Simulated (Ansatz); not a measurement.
# Direct or indirect: GaAs (F-43m)

```xyz
2
Lattice="0.0000 2.8268 2.8268 2.8268 0.0000 2.8268 2.8268 2.8268 0.0000" Properties=species:S:1:pos:R:3 pbc="T T T"
As    4.2403    4.2403    4.2403
Ga    0.0000    0.0000    0.0000
```

Method: Ansatz, PBE, independent particles, without spin-orbit coupling, line width 0.15 eV (Gaussian). The band structure gives a fundamental gap of 0.51 eV. The spectrum of vertical transitions near the edge:

```csv
E (eV),"Im ε, E ∥ xyz"
0.06,0.00
0.18,0.00
0.30,0.01
0.42,0.14
0.54,0.51
0.66,0.97
0.78,1.29
0.90,1.48
1.02,1.62
1.14,1.75
1.26,1.92
1.38,2.11
1.50,2.34
1.62,2.65
1.74,3.12
1.86,3.96
1.98,6.16
```

Question: Is the gap direct or indirect, and about where do vertical transitions set in?

Answer: Direct: the band path has its least direct gap at the fundamental one, 0.51 eV, and the curves rise from there. Lines are broadened by 0.15 eV, which spreads the edge.

[Logs are printed without paths, hosts, clocks, repeated set-up lines and the standing remarks that a program may print on its own settings, such as how far it seeks lower states.]
